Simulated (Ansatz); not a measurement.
# 1T-VBrI monolayer in a perpendicular field

Wanted: the out-of-plane response of the 1T-VBrI monolayer. A positive field points along +c.

Program: Ansatz 0.2.0. Level of theory: plane-wave DFT, PBE+U-D4, Ansatz PAW. Results are calculated unless marked as measured.

### Step 1. Set-up

The cell holds 3 atoms: 1 I, 1 V and 1 Br. Cell: a = 3.908 Å, b = 3.908 Å, c = 21.198 Å, α = 90.0°, β = 90.0°, γ = 120.0°. Vacuum lies along c.

### Step 2. Relaxation

The starting cell is a guess, so the in-plane lattice and the atoms are relaxed first, with the slab cut off from its images along the normal. The program lengthens the vector along the normal by itself, so c and the volume that it reports differ from the typed ones.

File input.yaml:

```yaml
crystal:
  lattice:
    - [3.9076655, 0.0, 0.0]
    - [-1.95383275, 3.3841375925, 0.0]
    - [0.0, 0.0, 21.1978810873]
  atoms:
    - { symbol: I, position: [0.6666666667, 0.3333333333, 0.4245707372] }
    - { symbol: V, position: [0.0, 0.0, 0.507759672], spin: 1.0 }
    - { symbol: Br, position: [0.3333333333, 0.6666666667, 0.5754292628] }
  periodic: [true, true, false]
magnetization:
  spin_polarized: true
kpoints:
  mp_grid: { grid: [12, 12, 1] }
hamiltonian:
  xc: pbe
  dispersion: d4
  hubbard: { sites: [{ species: V, l: d, u_eff: 2.0 }] }
scf:
  occupations: { method: fermi_dirac, width: 0.05 }
  convergence: { dr2_threshold: 1.0e-09 }
relax:
  f_tol: 0.004
  max_steps: 90
  cell: {}
output:
  write_potential: true
  write_density: true
  volumetric_format: npy
```

Command:

```console
> ansatz run input.yaml --threads 4 --pin off --max-ram 6144MiB --backend cpu --events-out ev --progress --plain --runs-dir out
```

Numbers of over 12 decimals in the logs are rounded to 6 here.

The log of the run:

```text
Warning: crystal.periodic: the lattice vector that does not repeat stood 0.000° off the slab's normal, 21.198 Å along it as the deck builds it. The run solves the slab on a vector along the normal, 30.196 Å long, with every atom where it was (on the deck's vector they left 18.00 Å outside them, and the widest stretch free of ions among them is 1.76 Å). A fractional position that the run reports is one of the run's ce [...]
Warning: relax.cell: scf.convergence.dr2_threshold = 1e-9 eV is looser than the 1.72231598621e-10 eV advised for a relaxation that steers and ends on the stress (1e-10 eV for each atom of the cell: 3, times the square of relax.cell.stress_2d_tol = 0.05 N/m over 13.2 Å (the atoms' height at the walk's start and 5 Å past either face), 3.788e-2 GPa, over a crystal's default 0.05). What an SCF threshold leaves in a stress goes as its square root, and in the free energy as the threshold itself, and one threshold admits the most on a small cell: [figures from the program's tests cut] Set scf.convergence.dr2_threshold to 1.72231598621e-10 eV or tighter. [rest of the remark cut]
crystal.periodic: the lattice vector that does not repeat stood 0.000° off the slab's normal, 21.198 Å along it as the deck builds it. The run solves the slab on a vector along the normal, 30.196 Å long, with every atom where it was (on the deck's vector they left 18.00 Å outside them, and the widest stretch free of ions among them is 1.76 Å). A fractional position that the run reports is one of the run's cell, which [...]
I: projections on atomic orbitals take those of the free atom [Kr] 4d10 5s2 5p5, of charge +0.00 (hamiltonian.pseudopotentials.projection_atoms); the dataset's partial waves leave at most 9.4e-6 of an orbital's norm unspanned inside its sphere
V: projections on atomic orbitals take those of the free atom [Ne] 3s2 3p6 3d3 4s2, of charge +0.00 (hamiltonian.pseudopotentials.projection_atoms); the dataset's partial waves leave at most 5.8e-7 of an orbital's norm unspanned inside its sphere
Br: projections on atomic orbitals take those of the free atom [Ar 3d10] 4s2 4p5, of charge +0.00 (hamiltonian.pseudopotentials.projection_atoms); the dataset's partial waves leave at most 2.8e-6 of an orbital's norm unspanned inside its sphere
Engine: ansatz 0.2.0, aarch64-unknown-linux-gnu
Pseudopotentials: kind: paw
Pseudopotential: I, paw, valence charge 17, recommended cutoff 420 eV (normal), I.paw.azcp
Pseudopotential: V, paw, valence charge 13, recommended cutoff 420 eV (normal), V.paw.azcp
Pseudopotential: Br, paw, valence charge 7, recommended cutoff 420 eV (normal), Br.paw.azcp
Functional definition: PBE
  parameter kappa = 0.804
  parameter beta = 0.066725
  exchange = pbe_x(kappa = kappa, mu = beta*pi^2/3)
  correlation = pbe_c(beta = beta)
Crystal: 3 atoms, lattice volume = 399.311 Å³
Basis set: ecut = 420 eV, 7877 PW (Γ), exchange–correlation on 54×54×432 points (8 copies of the dense FFT grid, shifted against one another)
Bands: 23, of which v1, the nominal top of the filled ones, is band 19 counted from 1 (18 counted from 0)
Symmetry: 6 space group operations
Space group: P3m1 (ITA 156), of the structure as read, at distance tolerance 7.4e-5 Å
Magnetic group: BNS 156.49 (UNI 1279), of the structure as read, at distance tolerance 7.4e-5 Å
k-points: 19 of 144 (time reversal used)
Non-local potential: I, projectors of the file, l = 0: 2, l = 1: 2, l = 2: 2, l = 3: 2
Non-local potential: V, projectors of the file, l = 0: 3, l = 1: 2, l = 2: 3, l = 3: 1
Non-local potential: Br, projectors of the file, l = 0: 2, l = 1: 2, l = 2: 2
PAW form: soft (Blöchl's): semilocal exchange-correlation on the pseudo side does not see the compensation charge
PAW one-centre angular grid: I, 590 points (default); XC on 64 Gauss nodes
PAW one-centre angular grid: V, 590 points (default); XC on 64 Gauss nodes
PAW one-centre angular grid: Br, 110 points (default); XC on 64 Gauss nodes
Initial density: superposition of atomic densities (neutral atoms: chi_scale 0, normalization atom)
Starting moments: Σ|m| = 1 μB on 1 of 3 sites
Initial wavefunctions: pseudopotential atomic-orbital guess
Functional: x = pbe(κ = 0.804, μ = 0.219515), c = pbe(β = 0.066725)
SCF iter   1: F=—  HF=-13208.324524 eV  |F-HF|=—  |Δ(HF+E_count)|=         —  Δρ=3.52e-2 (↑3.52e-2 ↓2.03e-2)  dr2=2.31e0  dr2_m=2.73e0  M=2.951 μB ∫|m|=3.025 μB  β_m=1.00  ethr=3.10e-3  ⟨swp⟩=15.3  Hψ=6778  notcnv=0
preconditioner: auto → none  [insulator: Δε(μ)=0.188 eV  Ē_g=7.287 eV  σ=0.050 eV  W_gap=0.64  n_scr=16 (ndim 8)  ℏωp=8.1 eV  f_vac=0.761  D(μ)=0.88/eV (n_scr^D=6)  ε∞_Penn≈2.2]
SCF iter   2: F=—  HF=-13209.356732 eV  |F-HF|=—  |Δ(HF+E_count)|=    1.03e0  Δρ=8.92e-3 (↑8.92e-3 ↓5.42e-3)  dr2=1.33e0  dr2_m=2.19e-2  M=3.000 μB ∫|m|=3.098 μB  β_m=1.00  ethr=3.10e-3  ⟨swp⟩=4.9  Hψ=2345  notcnv=0  defer=1
SCF iter   3: F=—  HF=-13209.762505 eV  |F-HF|=—  |Δ(HF+E_count)|=   4.06e-1  Δρ=5.23e-3 (↑5.23e-3 ↓4.26e-3)  dr2=9.47e-2  dr2_m=1.76e-2  M=3.000 μB ∫|m|=3.195 μB  β_m=1.00  ethr=3.10e-3  ⟨swp⟩=3.7  Hψ=1913  notcnv=0  defer=10
SCF iter   4: F=—  HF=-13210.035189 eV  |F-HF|=—  |Δ(HF+E_count)|=   2.73e-1  Δρ=3.58e-3 (↑3.58e-3 ↓2.63e-3)  dr2=4.32e-2  dr2_m=2.67e-3  M=3.000 μB ∫|m|=3.209 μB  β_m=1.00  ethr=2.56e-4  ⟨swp⟩=3.3  Hψ=1719  notcnv=0  defer=19
SCF iter   5: F=—  HF=-13210.194637 eV  |F-HF|=—  |Δ(HF+E_count)|=   1.59e-1  Δρ=6.11e-4 (↑6.11e-4 ↓4.36e-4)  dr2=9.96e-3  dr2_m=1.19e-4  M=3.000 μB ∫|m|=3.219 μB  β_m=0.30  ethr=1.17e-4  ⟨swp⟩=3.1  Hψ=1701  notcnv=0  defer=19
Mixer restart at iter 5: flushing history
spin-set hold released at iteration 5 (site moments contracting): the magnetisation degrees of freedom join the quasi-Newton model from the next iteration; the mixer history was flushed
SCF iter   6: F=—  HF=-13210.276176 eV  |F-HF|=—  |Δ(HF+E_count)|=   8.15e-2  Δρ=3.84e-4 (↑3.84e-4 ↓2.96e-4)  dr2=5.96e-3  dr2_m=5.53e-5  M=3.000 μB ∫|m|=3.210 μB  β_m=0.57  ethr=2.69e-5  ⟨swp⟩=3.6  Hψ=2163  notcnv=0  defer=20
SCF iter   7: F=—  HF=-13210.428251 eV  |F-HF|=—  |Δ(HF+E_count)|=   1.52e-1  Δρ=3.16e-3 (↑3.16e-3 ↓1.54e-3)  dr2=4.92e-1  dr2_m=3.71e-3  M=3.000 μB ∫|m|=3.257 μB  β_m=0.30  ethr=1.61e-5  ⟨swp⟩=4.7  Hψ=2584  notcnv=0  defer=20  recentre
Mixer restart at iter 7: flushing history
SCF iter   8: F=—  HF=-13209.660049 eV  |F-HF|=—  |Δ(HF+E_count)|=         —  Δρ=2.55e-4 (↑2.55e-4 ↓1.39e-4)  dr2=4.95e-4  dr2_m=8.42e-5  M=3.000 μB ∫|m|=3.221 μB  β_m=1.00  ethr=1.61e-5  ⟨swp⟩=4.7  Hψ=2684  notcnv=0  defer=20
Mixer restart at iter 8: flushing history
[...]
--- Search for a lower minimum behind the relaxation: the rows below count on from the relaxation's ---
SCF iter   1: F=—  HF=-13208.308462 eV  |F-HF|=—  |Δ(HF+E_count)|=         —  Δρ=3.36e-2 (↑3.36e-2 ↓1.88e-2)  dr2=2.32e0  dr2_m=2.49e0  M=2.970 μB ∫|m|=3.047 μB  β_m=1.00  ethr=3.10e-3  ⟨swp⟩=15.6  Hψ=6842  notcnv=0
preconditioner: auto → none  [insulator: Δε(μ)=0.246 eV  Ē_g=7.297 eV  σ=0.050 eV  W_gap=0.79  n_scr=16 (ndim 8)  ℏωp=8.0 eV  f_vac=0.765  D(μ)=0.56/eV (n_scr^D=4)  ε∞_Penn≈2.2]
SCF iter   2: F=—  HF=-13209.281875 eV  |F-HF|=—  |Δ(HF+E_count)|=   9.73e-1  Δρ=8.92e-3 (↑8.92e-3 ↓5.12e-3)  dr2=1.19e0  dr2_m=2.59e-2  M=3.000 μB ∫|m|=3.114 μB  β_m=1.00  ethr=3.10e-3  ⟨swp⟩=4.8  Hψ=2324  notcnv=0
SCF iter   3: F=—  HF=-13209.757666 eV  |F-HF|=—  |Δ(HF+E_count)|=   4.76e-1  Δρ=5.04e-3 (↑5.04e-3 ↓4.17e-3)  dr2=8.92e-2  dr2_m=1.62e-2  M=3.000 μB ∫|m|=3.210 μB  β_m=1.00  ethr=3.10e-3  ⟨swp⟩=4.0  Hψ=2064  notcnv=0  defer=10
SCF iter   4: F=—  HF=-13210.040597 eV  |F-HF|=—  |Δ(HF+E_count)|=   2.83e-1  Δρ=3.40e-3 (↑3.40e-3 ↓2.48e-3)  dr2=3.90e-2  dr2_m=2.62e-3  M=3.000 μB ∫|m|=3.226 μB  β_m=1.00  ethr=2.41e-4  ⟨swp⟩=3.1  Hψ=1702  notcnv=0  defer=19
SCF iter   5: F=—  HF=-13210.206360 eV  |F-HF|=—  |Δ(HF+E_count)|=   1.66e-1  Δρ=6.33e-4 (↑6.33e-4 ↓4.19e-4)  dr2=7.32e-3  dr2_m=1.25e-4  M=3.000 μB ∫|m|=3.232 μB  β_m=0.30  ethr=1.05e-4  ⟨swp⟩=3.1  Hψ=1657  notcnv=0  defer=19
Mixer restart at iter 5: flushing history
spin-set hold released at iteration 5 (site moments contracting): the magnetisation degrees of freedom join the quasi-Newton model from the next iteration; the mixer history was flushed
SCF iter   6: F=—  HF=-13210.291814 eV  |F-HF|=—  |Δ(HF+E_count)|=   8.55e-2  Δρ=4.23e-4 (↑4.23e-4 ↓2.77e-4)  dr2=3.72e-3  dr2_m=6.53e-5  M=3.000 μB ∫|m|=3.224 μB  β_m=0.59  ethr=1.98e-5  ⟨swp⟩=3.5  Hψ=2017  notcnv=0  defer=19
SCF iter   7: F=—  HF=-13210.432900 eV  |F-HF|=—  |Δ(HF+E_count)|=   1.41e-1  Δρ=2.77e-3 (↑2.77e-3 ↓1.34e-3)  dr2=3.60e-1  dr2_m=2.99e-3  M=3.000 μB ∫|m|=3.258 μB  β_m=0.38  ethr=1.01e-5  ⟨swp⟩=4.6  Hψ=2699  notcnv=0  defer=20  recentre
SCF iter   8: F=—  HF=-13210.378383 eV  |F-HF|=—  |Δ(HF+E_count)|=   5.45e-2  Δρ=2.45e-4 (↑2.45e-4 ↓1.23e-4)  dr2=2.43e-4  dr2_m=9.75e-5  M=3.000 μB ∫|m|=3.222 μB  β_m=0.44  ethr=1.01e-5  ⟨swp⟩=4.8  Hψ=2682  notcnv=0  defer=21
SCF iter   9: F=—  HF=-13210.378620 eV  |F-HF|=—  |Δ(HF+E_count)|=   2.36e-4  Δρ=1.05e-4 (↑1.05e-4 ↓7.96e-5)  dr2=8.36e-5  dr2_m=1.76e-5  M=3.000 μB ∫|m|=3.220 μB  β_m=0.47  ethr=6.56e-7  ⟨swp⟩=2.7  Hψ=1811  notcnv=0  defer=20
SCF iter  10: F=—  HF=-13210.378641 eV  |F-HF|=—  |Δ(HF+E_count)|=   2.09e-5  Δρ=8.11e-5 (↑8.11e-5 ↓3.03e-5)  dr2=3.25e-5  dr2_m=9.70e-6  M=3.000 μB ∫|m|=3.220 μB  β_m=0.47  ethr=2.26e-7  ⟨swp⟩=2.9  Hψ=1512  notcnv=0  defer=20
SCF iter  11: F=—  HF=-13210.378647 eV  |F-HF|=—  |Δ(HF+E_count)|=   6.66e-6  Δρ=3.02e-5 (↑3.02e-5 ↓1.18e-5)  dr2=8.90e-7  dr2_m=1.44e-6  M=3.000 μB ∫|m|=3.218 μB  β_m=0.60  ethr=8.77e-8  ⟨swp⟩=2.8  Hψ=1369  notcnv=0  defer=20
SCF iter  12: F=—  HF=-13210.378652 eV  |F-HF|=—  |Δ(HF+E_count)|=   4.49e-6  Δρ=1.32e-5 (↑1.32e-5 ↓5.51e-6)  dr2=2.80e-7  dr2_m=2.91e-7  M=3.000 μB ∫|m|=3.218 μB  β_m=0.77  ethr=2.41e-9  ⟨swp⟩=3.0  Hψ=1881  notcnv=0  defer=20
SCF iter  13: F=—  HF=-13210.378653 eV  |F-HF|=—  |Δ(HF+E_count)|=   1.04e-6  Δρ=4.51e-6 (↑4.51e-6 ↓2.89e-6)  dr2=4.38e-7  dr2_m=1.72e-8  M=3.000 μB ∫|m|=3.217 μB  β_m=0.66  ethr=7.56e-10  ⟨swp⟩=3.0  Hψ=1875  notcnv=0  defer=20
SCF iter  14: F=—  HF=-13210.378653 eV  |F-HF|=—  |Δ(HF+E_count)|=   6.77e-8  Δρ=2.27e-6 (↑2.27e-6 ↓1.07e-6)  dr2=2.48e-8  dr2_m=6.38e-9  M=3.000 μB ∫|m|=3.217 μB  β_m=0.61  ethr=7.56e-10  ⟨swp⟩=2.9  Hψ=1752  notcnv=0  defer=20
SCF iter  15: F=—  HF=-13210.378653 eV  |F-HF|=—  |Δ(HF+E_count)|=   4.57e-9  Δρ=1.18e-6 (↑1.18e-6 ↓5.68e-7)  dr2=1.14e-8  dr2_m=2.27e-9  M=3.000 μB ∫|m|=3.217 μB  β_m=0.60  ethr=6.71e-11  ⟨swp⟩=3.2  Hψ=1954  notcnv=0  defer=20
SCF iter  16: F=—  HF=-13210.378653 eV  |F-HF|=—  |Δ(HF+E_count)|=  2.86e-10  Δρ=5.04e-7 (↑4.44e-7 ↓5.04e-7)  dr2=3.37e-9  dr2_m=7.26e-10  M=3.000 μB ∫|m|=3.217 μB  β_m=0.64  ethr=3.09e-11  ⟨swp⟩=2.9  Hψ=1402  notcnv=0  defer=20
SCF iter  17: F=-13210.378653 eV  HF=-13210.378653 eV  |F-HF|=1.56e-10  |Δ(HF+E_count)|=   1.16e-9  Δρ=3.11e-7 (↑3.11e-7 ↓1.96e-7)  dr2=2.64e-10  dr2_m=2.08e-10  M=3.000 μB ∫|m|=3.217 μB  ethr=2.70e-12  ⟨swp⟩=3.9  Hψ=2142  notcnv=0
SCF 1 converged in 17 iterations: F = -13210.378653 eV  dr2 = 2.64e-10
a single-point calculation of the run's input, under the relaxation's own `scf.mixing.negative_modes` where the relaxation goes by `scf.lower_state_search: light` itself or types `scf.max_iter`, was made at the relaxed geometry, from the atoms, in 17 SCF iterations in all. It converged +0.0 meV from the relaxation's final energy, with moments (-0.04, 2.62, -0.03 Bohr magnetons, atom by atom), which does not count as lower, and the relaxation's result stands. No further magnetic order was relaxed to its end, and one can end lower (see `relax.adjacent_minimum`).
SCF converged after 8 iterations
Magnetization: 3.0000 μB (20.0000 up, 17.0000 down)
Absolute magnetization: 3.2179 μB (∫|ρ↑−ρ↓|, with the PAW one-centre terms)
Spin contamination: 0.0236 ħ² per cell (⟨S²⟩ above its minimum at these occupations)
Per-site moments (μB) at R_I (Å): [(-0.041649, 1.168354), (2.619126, 1.110416), (-0.025600, 1.110416)]
Free energy (F): -13210.378653 eV
Harris-Foulkes:  -13210.378653 eV  (|F-HF|=3.73e-8)
Internal energy: -13210.378653 eV  (E = F + TS)
E sigma→0 (E₀):  -13210.378653 eV
Fermi energy:    -4.398019 eV
--- Per-component energies (eV) ---
  E_band       = -1085.387723
  E_kinetic    = 655.674839
  E_local      = -58702.635151  (includes V_loc(G=0)·N_el)
  E_nonlocal   = -58.497730
  E_hartree    = 29024.925697
  E_xc         = -520.645771
  E_vxc        = -394.292273  (∫ρ·V_xc dr)
  E_hubbard    = 0.669677  (on-site DFT+U / exact-exchange correction)
  E_vhub       = -2.380956  (the Hubbard potential's part of the band-sum identity)
  E_paw        = -8180.694164  (= ΣΔE_a)
  E_vpaw       = -633.108800  (= ΣTr[D̂ρ^β])
  E_aug_tail   = 0.000278  (compensation charges beyond the density's cutoff)
  E_ewald      = 24571.503961
  E_disp       = -0.680289  (pairwise vdW)
  E_smearing   = -0.000000  (= −TS)
  E_closure    = -0.000000  (closes the sum)
  Σ components = -13210.378653   (vs F -13210.378653, Δ=0.00e0)
--- Forces (eV/Å), atoms counted from 1 ---
  atom   1  I      0.00000000    -0.00000000     0.00033739
  atom   2  V     -0.00000000     0.00000000    -0.00292231
  atom   3  Br     0.00000000    -0.00000000     0.00258232
  max |Σ_I F_I| component: 2.59e-6 eV/Å
--- 2D stress c σ (N/m, compression-positive) ---
        0.020613      -0.000000      -0.000000
       -0.000000       0.020613       0.000000
       -0.000000       0.000000       0.000000
  P = ½ c Tr σ = 0.0206 N/m
--- Band table (eV; the first three rows and the last of 38) ---
  k-point 0 ↑: bands = [... 15 lower, -6.5473, -6.5473, -6.1684, -6.1684, -6.0012, -2.7601, -2.7601, -1.8992]
  k-point 1 ↑: bands = [... 15 lower, -6.9634, -6.7141, -6.1846, -6.0518, -5.8358, -2.9329, -2.7787, -1.6441]
  k-point 2 ↑: bands = [... 15 lower, -7.1754, -6.9844, -6.2524, -5.9182, -5.7082, -3.1288, -2.8079, -1.0684]
  k-point 18 ↓: bands = [... 15 lower, -7.9114, -7.5961, -1.7353, -1.5642, -1.5383, -1.2567, -1.2000, 0.6073]
  the weakly bound empty levels are not read free of the cell's end (hubbard_term)
--- Relaxed structure (5 steps of the walk, 5 accepted, 1 SCFs on fresh bases) ---
  F+E_penalty+E_count = -13210.37865283 eV   max|allowed force component| = 2.921e-3 eV/Å   (the final SCF, on the basis selected at the relaxed cell)
  cell:  # Å, volume = 410.5410 Å³
    - [3.962233, 0.0, 0]
    - [-1.981116, 3.431394, 0]
    - [0, 0, 30.195762]
  atoms:
    - { symbol: I, position: [0.666667, 0.333333, 0.300287] }
    - { symbol: V, position: [0, 0, 0.355596] }
    - { symbol: Br, position: [0.333333, 0.666667, 0.402587] }
```

Run time: 2.8 min. Hardware: 4 threads of Arm Neoverse N1, shared host; peak memory 1 GiB; 10 min of CPU time.

The steps of the relaxation:

```csv
step,energy less that of the first step (eV),largest force component (eV/Å),volume (Å³)
1,0.0000,0.3242,399.31
2,-0.0137,0.1920,407.56
3,-0.0181,0.0924,408.49
4,-0.0189,0.0187,409.48
5,-0.0190,0.0029,410.54
6*,-0.0194,0.0029,410.54
6*,-0.0194,0.0029,410.54
```

Relaxation steps marked * repeat the geometry before them on a plane-wave basis chosen anew for their cell, so energy and pressure can jump there.

The run keeps the 6 symmetry operations that it works with, so distortions that break them were not tested.

```csv
cell as run,before,after,change
a (Å),3.908,3.962,+1.4 %
b (Å),3.908,3.962,+1.4 %
```

The atoms that moved most (Å, along periodic axes as changes of fractional coordinates times the final cell, across vacuum about the mean position):

```csv
atom,dx,dy,dz,length
I1,0.000,0.000,0.067,0.067
Br3,0.000,0.000,-0.041,0.041
V2,0.000,0.000,-0.026,0.026
```

Final coordinates:

```cif
data_structure
_symmetry_space_group_name_H-M 'P 1'
_symmetry_Int_Tables_number 1
_cell_length_a 3.9622
_cell_length_b 3.9622
_cell_length_c 30.1958
_cell_angle_alpha 90.000
_cell_angle_beta 90.000
_cell_angle_gamma 120.000
_cell_volume 410.54
loop_
_atom_site_label
_atom_site_type_symbol
_atom_site_fract_x
_atom_site_fract_y
_atom_site_fract_z
_atom_site_occupancy
I1 I 0.66667 0.33333 0.30029 1
V2 V 0.00000 0.00000 0.35560 1
Br3 Br 0.33333 0.66667 0.40259 1
```

This step gave:

```yaml
total_moment: 3 μB
site_moments: -0.04165, 2.619, -0.02560 μB
gap_on_the_k_mesh: 2.549 eV
```

Site moment by atom:

```csv
atom,site moment (μB)
I1,-0.04
V2,2.62
Br3,-0.03
```

The lattice constant a goes from 3.908 to 3.962 Å.

(Continued in part 2 of 3.)

[Logs are printed without paths, hosts, clocks, repeated set-up lines and the standing remarks that a program may print on its own settings, such as how far it seeks lower states.]

[Hosts, paths, dates, database ids (printed as entryN), source tags and the programs' standing remarks are cut or masked in the printed files.]

[Maps of the electrostatic potential energy from Ansatz leave out the sawtooth potential of an applied field or a dipole correction, so their vacuum need not be flat; planar profiles and work functions include it.]
